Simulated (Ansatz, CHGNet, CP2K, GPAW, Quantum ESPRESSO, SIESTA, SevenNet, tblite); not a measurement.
# Quantum ESPRESSO on liquid diethyl ether at 300 K (75 atoms): settings compared

How far do other settings of Quantum ESPRESSO move the forces in liquid diethyl ether at 300 K (75 atoms)? One run of the same program serves as the yardstick.

Calculated with Quantum ESPRESSO 7.5; the method is named at each step.

**1. Set-up**

The cell holds 75 atoms: 20 C, 5 O and 50 H. Its edges and angles: a = 9.535 Å, b = 9.535 Å, c = 9.535 Å, α = 90.0°, β = 90.0°, γ = 90.0°. 5 diethyl ether placed at random, at 0.71 g/cm³; overlaps pushed apart, then 10 ps at 450 K with MMFF94 bonds, angles, torsions, charges and radii (Halgren, J. Comput. Chem. 17, 490 (1996)) in harmonic and 12-6 forms. Snapshot after 20 ps at 300 K and fixed volume. Then every atom was moved at random, 0.05 Å r.m.s. a Cartesian component (hydrogen 0.6 of that).

The yardstick, on the same geometry:

* method: Kohn-Sham DFT, PBE, SSSP efficiency 1.3.0 pseudopotentials, plane waves (Quantum ESPRESSO 7.5); sssp-pbe-1.3.0-efficiency, cutoffs 60/480 Ry, Γ point
* r.m.s. force component: 1.842 eV/Å
* longest force: 7.469 eV/Å
* pressure: 2.032 GPa
* gap (highest filled to lowest empty level): 4.348 eV
* time: 51 s on 2 MPI ranks of Arm Neoverse V1, shared host
* CPU time: 1.7 min

**2. PBE, dojo-0.4.1-standard, 60/240 Ry**

Method: Kohn-Sham DFT, PBE, PseudoDojo 0.4.1 standard norm-conserving pseudopotentials, plane waves.

Input file pw.in:

```
&control
  calculation = 'scf'
  pseudo_dir = './pseudo'
  outdir = './tmp'
  disk_io = 'none'
  tprnfor = .true.
  tstress = .true.
/
&system
  ibrav = 0
  nat = 75
  ntyp = 3
  ecutwfc = 60
  ecutrho = 240
  nosym = .true.
  occupations = 'smearing'
  smearing = 'fd'
  degauss = 0.003675
/
&electrons
  conv_thr = 3.8e-07
  electron_maxstep = 100
  mixing_beta = 0.4
  mixing_mode = 'plain'
  diagonalization = 'david'
/
ATOMIC_SPECIES
C 12.011 C.upf
O 15.999 O.upf
H 1.008 H.upf
CELL_PARAMETERS angstrom
9.53465 0.00000 0.00000
0.00000 9.53465 0.00000
0.00000 0.00000 9.53465
ATOMIC_POSITIONS crystal
C 0.90448 0.09480 0.75948
C 0.00233 0.96484 0.71498
O 0.94067 0.90949 0.59752
C 0.01206 0.78599 0.53118
C 0.92943 0.72932 0.42610
H 0.94717 0.13785 0.86176
H 0.80474 0.04715 0.77539
H 0.90580 0.16872 0.68341
H 0.10851 0.99161 0.69232
H 0.99706 0.87441 0.79985
H 0.03532 0.71199 0.62357
H 0.09747 0.83270 0.48762
H 0.87570 0.81877 0.36197
H 0.84694 0.66659 0.45950
H 0.00499 0.67078 0.35218
C 0.11279 0.34961 0.34946
C 0.19959 0.22703 0.28749
O 0.14956 0.21538 0.13627
C 0.23111 0.10301 0.08504
C 0.15347 0.95644 0.09960
H 0.12965 0.44744 0.27931
H 0.15489 0.37267 0.44956
H 0.00367 0.33925 0.35187
H 0.31074 0.26828 0.27903
H 0.18041 0.13532 0.34992
H 0.33619 0.09419 0.11404
H 0.22368 0.14202 0.97723
H 0.18964 0.87476 0.04129
H 0.04192 0.96732 0.06627
H 0.14085 0.92989 0.21443
C 0.57466 0.35090 0.47225
C 0.67328 0.24300 0.43182
O 0.65639 0.21296 0.28850
C 0.75185 0.12191 0.23748
C 0.76418 0.14734 0.07416
H 0.46992 0.30732 0.47769
H 0.58730 0.44025 0.42314
H 0.59531 0.35772 0.58948
H 0.79420 0.27705 0.43325
H 0.68334 0.13358 0.49056
H 0.70184 0.00990 0.25262
H 0.85105 0.12473 0.28630
H 0.82187 0.24084 0.05632
H 0.65800 0.15397 0.02364
H 0.82470 0.04911 0.03994
C 0.46843 0.00446 0.72404
C 0.52229 0.87260 0.73470
O 0.41494 0.76897 0.73162
C 0.48003 0.63878 0.72621
C 0.38174 0.52239 0.66463
H 0.39712 0.02476 0.64707
H 0.54504 0.08860 0.70269
H 0.40940 0.02970 0.81868
H 0.60487 0.85337 0.64650
H 0.60850 0.85461 0.82502
H 0.50250 0.60877 0.84362
[... 15 atom lines left out ...]
H 0.52872 0.49987 0.17472
H 0.35241 0.68322 0.24411
H 0.37205 0.67364 0.05777
H 0.45208 0.80493 0.14449
K_POINTS gamma
```

Command:

```sh
$ OMP_NUM_THREADS=1 mpirun -np 2 pw.x -in pw.in > output.txt
```

Log:

```text
Program PWSCF
     gamma-point specific algorithms are used
     Parallelization info
     sticks:   dense  smooth     PW     G-vecs:    dense   smooth      PW
     Min        3110    3110    781               183718   183718   22980
     Max        3111    3111    784               183719   183719   22981
     Sum        6221    6221   1565               367437   367437   45961
     bravais-lattice index     =            0
     lattice parameter (alat)  =      18.0179  a.u.
     unit-cell volume          =    5849.3939 (a.u.)^3
     number of atoms/cell      =           75
     number of atomic types    =            3
     number of electrons       =       160.00
     number of Kohn-Sham states=           96
     kinetic-energy cutoff     =      60.0000  Ry
     charge density cutoff     =     240.0000  Ry
     scf convergence threshold =      3.8E-07
     mixing beta               =       0.4000
     number of iterations used =            8  plain     mixing
     Exchange-correlation= PBE
                           (   1   4   3   4   0   0   0)
     crystal axes: (cart. coord. in units of alat)
               a(1) = (   1.000000   0.000000   0.000000 )
               a(2) = (   0.000000   1.000000   0.000000 )
               a(3) = (   0.000000   0.000000   1.000000 )
     reciprocal axes: (cart. coord. in units 2 pi/alat)
               b(1) = (  1.000000  0.000000  0.000000 )
               b(2) = (  0.000000  1.000000  0.000000 )
               b(3) = (  0.000000  0.000000  1.000000 )
     PseudoPot. # 1 for C :
     Pseudo is Norm-conserving + core correction, Zval =  4.0
     PseudoPot. # 2 for O :
     Pseudo is Norm-conserving + core correction, Zval =  6.0
     PseudoPot. # 3 for H :
     Pseudo is Norm-conserving, Zval =  1.0
     atomic species   valence    mass     pseudopotential
     C                 4.00    12.01100     C ( 1.00)
     O                 6.00    15.99900     O ( 1.00)
     H                 1.00     1.00800     H ( 1.00)
     No symmetry found
   Cartesian axes
     number of k points=     1  Fermi-Dirac smearing, width (Ry)=  0.0037
                       cart. coord. in units 2pi/alat
        k(    1) = (   0.0000000   0.0000000   0.0000000), wk =   2.0000000
     Dense  grid:   183719 G-vectors     FFT dimensions: (  90,  90,  90)
     Check: negative core charge=   -0.000010
     Initial potential from superposition of free atoms
     starting charge     159.9986, renormalised to     160.0000
     Starting wfcs are  150 randomized atomic wfcs
     Self-consistent Calculation
     iteration #  1     ecut=    60.00 Ry     beta= 0.40
     total energy              =    -464.02755226 Ry
     estimated scf accuracy    <       7.95932123 Ry
     iteration #  2     ecut=    60.00 Ry     beta= 0.40
     total energy              =    -464.65852689 Ry
     estimated scf accuracy    <       0.90369388 Ry
     iteration #  3     ecut=    60.00 Ry     beta= 0.40
     total energy              =    -464.69190319 Ry
     estimated scf accuracy    <       0.19023821 Ry
     iteration #  4     ecut=    60.00 Ry     beta= 0.40
     total energy              =    -464.70277532 Ry
     estimated scf accuracy    <       0.01007747 Ry
     iteration #  5     ecut=    60.00 Ry     beta= 0.40
     total energy              =    -464.70445278 Ry
     estimated scf accuracy    <       0.00123958 Ry
     iteration #  6     ecut=    60.00 Ry     beta= 0.40
     total energy              =    -464.70477715 Ry
     estimated scf accuracy    <       0.00027026 Ry
     iteration #  7     ecut=    60.00 Ry     beta= 0.40
     total energy              =    -464.70482590 Ry
     estimated scf accuracy    <       0.00001115 Ry
     iteration #  8     ecut=    60.00 Ry     beta= 0.40
     total energy              =    -464.70482709 Ry
     estimated scf accuracy    <       0.00000651 Ry
     iteration #  9     ecut=    60.00 Ry     beta= 0.40
     total energy              =    -464.70482789 Ry
     estimated scf accuracy    <       0.00000039 Ry
     iteration # 10     ecut=    60.00 Ry     beta= 0.40
     End of self-consistent calculation
          k = 0.0000 0.0000 0.0000 ( 22981 PWs)   bands (ev):
   -22.8226 -22.4351 -21.8557 -21.8285 -21.5647 -16.1168 -15.9824 -15.9561
   -15.4678 -15.2667 -14.4329 -14.2373 -14.1543 -14.0612 -14.0245 -11.8527
   -11.8009 -11.5598 -11.5405 -11.4379 -11.2856 -11.2289 -11.0046 -10.9774
   -10.8407  -8.7600  -8.5795  -8.5398  -8.4996  -8.4063  -8.4026  -8.3488
    -8.2865  -8.1556  -7.9957  -7.6001  -7.5373  -7.4028  -7.3621  -7.3081
    -7.1995  -7.0240  -6.8040  -6.5124  -6.2875  -6.1718  -6.0537  -5.9362
    -5.8067  -5.7027  -5.6385  -5.6101  -5.5698  -5.5062  -5.4151  -5.3371
    -5.2230  -5.1694  -5.0503  -5.0251  -4.9926  -4.8354  -4.7035  -4.6075
    -4.5448  -4.5256  -4.5098  -4.3677  -4.2652  -4.0536  -3.9454  -3.8548
    -3.7528  -3.6347  -3.2352  -2.2429  -2.1977  -1.8893  -1.8690  -1.8485
     2.4595   3.2076   3.3533   3.4527   3.5180   3.5866   3.9428   4.0696
     4.1746   4.2432   4.3538   4.4354   4.4621   4.6349   4.6677   4.7748
     the Fermi energy is    -0.0872 ev
!    total energy              =    -464.70482803 Ry
     estimated scf accuracy    <       0.00000010 Ry
     smearing contrib. (-TS)   =      -0.00000000 Ry
     internal energy E=F+TS    =    -464.70482803 Ry
     The total energy is F=E-TS. E is the sum of the following terms:
     one-electron contribution =    -573.47517086 Ry
     hartree contribution      =     329.65731363 Ry
     xc contribution           =    -163.34300490 Ry
     ewald contribution        =     -57.54396590 Ry
     convergence has been achieved in  10 iterations
     Forces acting on atoms (cartesian axes, Ry/au):
     atom    1 type  1   force =     0.11095597   -0.12737767    0.11471007
     atom    2 type  1   force =    -0.07339180   -0.02441533    0.08004496
     atom    3 type  2   force =    -0.04498127   -0.04671157   -0.08379272
     atom    4 type  1   force =    -0.01230377    0.06215743    0.23372606
     atom    5 type  1   force =    -0.04056605    0.00751908   -0.20719820
     atom    6 type  3   force =    -0.02114281   -0.01004200   -0.03948727
     atom    7 type  3   force =    -0.04093768   -0.00003992    0.00728073
     atom    8 type  3   force =    -0.00260103    0.09038881   -0.09388584
     atom    9 type  3   force =     0.05134400    0.01950590    0.00751694
     atom   10 type  3   force =     0.01751050    0.06251101   -0.02603652
     atom   11 type  3   force =     0.00745285    0.02405570   -0.04447199
     atom   12 type  3   force =     0.12511564    0.03348479   -0.03401700
     atom   13 type  3   force =     0.03693705   -0.04695599    0.02593346
     atom   14 type  3   force =    -0.05799475   -0.05934707    0.02381198
     atom   15 type  3   force =    -0.05035474    0.01608248    0.02558747
     atom   16 type  1   force =     0.08604589    0.04768338   -0.08878950
     atom   17 type  1   force =    -0.05385115    0.13680026   -0.06548220
     atom   18 type  2   force =     0.05549844   -0.02114075    0.15422886
     atom   19 type  1   force =    -0.13675530   -0.04362685   -0.12413049
     atom   20 type  1   force =    -0.07859033    0.12754721    0.09877923
     atom   21 type  3   force =     0.00068045   -0.04675601    0.03495169
     atom   22 type  3   force =     0.00910956    0.01723205    0.05291485
     atom   23 type  3   force =    -0.06777761   -0.02872559    0.00826480
     atom   24 type  3   force =    -0.02870250   -0.03920859    0.01458769
[...]
atom   68 type  3   force =    -0.06551088   -0.00772556    0.00278365
     atom   69 type  3   force =    -0.01211497   -0.01880558    0.03301245
     atom   70 type  3   force =    -0.03040992   -0.02016822    0.00303313
     atom   71 type  3   force =     0.04524347    0.00026696    0.06605765
     atom   72 type  3   force =    -0.01152283   -0.14435298   -0.00242569
     atom   73 type  3   force =     0.01727949   -0.00486506   -0.00404692
     atom   74 type  3   force =     0.03783041   -0.02064798    0.05004730
     atom   75 type  3   force =     0.02522145   -0.01125027    0.02404372
     Total force =     1.068683     Total SCF correction =     0.000389
     Computing stress (Cartesian axis) and pressure
          total   stress  (Ry/bohr**3)                   (kbar)     P=        0.15
  -0.00002242  -0.00000001  -0.00001630           -3.30       -0.00       -2.40
  -0.00000001   0.00007158   0.00012796           -0.00       10.53       18.82
  -0.00001630   0.00012796  -0.00004611           -2.40       18.82       -6.78
     Message from routine punch:
     Nothing written, as per user request (disk_io='none')
```

It took 30 s on 2 MPI ranks of Arm Neoverse V1, shared host; peak memory 0.62 GiB.

Banners, paths, timers and routine set-up lines are dropped from the logs unmarked, and long logs keep their key lines alone; longer cuts are marked.

Against the reference:

```
r.m.s. force component                           : 1.832 eV/Å
r.m.s. difference of force components            : 31.95 meV/Å
longest difference of force vectors              : 126.1 meV/Å
force difference over r.m.s. force               : 1.735 %
slope of forces against the reference's          : 0.9945
correlation of force components                  : 0.9999
gap (highest filled to lowest empty level) : 4.308 eV
gap difference                                   : -0.04 eV
pressure                                         : 0.015 GPa
pressure difference                              : -2.017 GPa
```

This is a coarse setting, run to see what it loses.

Length of the force difference by element (eV/Å):

```
element  atoms   mean   most
      C     20  0.064   0.11
      H     50  0.031  0.100
      O      5   0.11   0.13
```

Levels nearest the highest filled one (eV from it): -2.42, -2.21, -2.10, -2.01, -1.90, -1.79, -1.39, -0.39, -0.35, -0.04, -0.02, 0.00, 4.31, 5.06, 5.20, 5.30, 5.37, 5.44, 5.79, 5.92, 6.02, 6.09, 6.20, 6.28.

A closer look about O33, one of the 5 O atoms: 9 atoms, nearest first, numbered in the order of the input, with positions taken from that point.

```
atom      x      y      z  distance (Å)  bonds     Fx     Fy  Fz (eV/Å)
 O33   0.00   0.00   0.00          0.00      2  -1.60   1.72       0.26
 C34   0.91  -0.87  -0.49          1.35      4  -2.10  -2.85      -3.08
 C32   0.16   0.29   1.37          1.41      4   4.37  -2.42      -0.89
 H39   1.31   0.61   1.38          2.00      1  -1.84   0.02       0.73
 H41   0.43  -1.94  -0.34          2.01      1   1.14   1.07      -0.14
 H42   1.86  -0.84  -0.02          2.04      1   1.49   0.18       0.78
 H40   0.26  -0.76   1.93          2.09      1  -0.87   1.83      -0.34
 C31  -0.78   1.32   1.75          2.33      4  -0.65  -4.51       5.54
 C35   1.03  -0.63  -2.04          2.37      4  -0.25  -2.62       1.38
```

Forces lie 1.7 % from the reference's, at 0.59 times its CPU time.

**3. What came out**

```json
{
 "force difference from the reference": "QE PBE, dojo-0.4.1-standard, 60/240 Ry (coarse), 1.7 %",
 "its CPU time": "60 s"
}
```

What this shows: Runs with settings chosen to be coarse differ by 1.7 % (QE PBE, dojo-0.4.1-standard, 60/240 Ry), their programs' other errors included. At the same functional, the gap of QE PBE, dojo-0.4.1-standard, 60/240 Ry lies 0.04 eV below the reference's 4.35 eV. In pressure, QE PBE, dojo-0.4.1-standard, 60/240 Ry misses by -2.0 GPa, at the same functional; a cutoff this low leaves a large Pulay stress. The reference's pressure holds the uncorrected Pulay stress of its 60 Ry basis, so small pressure differences, and their order, may be the reference's own error. The network of contacts between molecules at the start is that of the classical potential that made the cell, and needn't be the one that DFT or experiment would give. The reference's PBE has no dispersion term, which matters for the binding between molecules or layers. The electronic-structure runs sample only Γ, in a cell whose shortest periodic width is 10 Å.

[Also dropped from logs without a mark: logging warnings of Python, and SIESTA's first energy breakdown and zero terms.]

[Logs are printed without paths, hosts, clocks, repeated set-up lines and the standing remarks that a program may print on its own settings, such as how far it seeks lower states.]

[Hosts, paths, dates, database ids (printed as entryN), source tags and the programs' standing remarks are cut or masked in the printed files.]

[The MMFF94 radii named for the starting cell were scaled by 0.96; in molecules described by MMFF94, hydrogen bound to N, O or S took a small fixed 12-6 site in their place.]
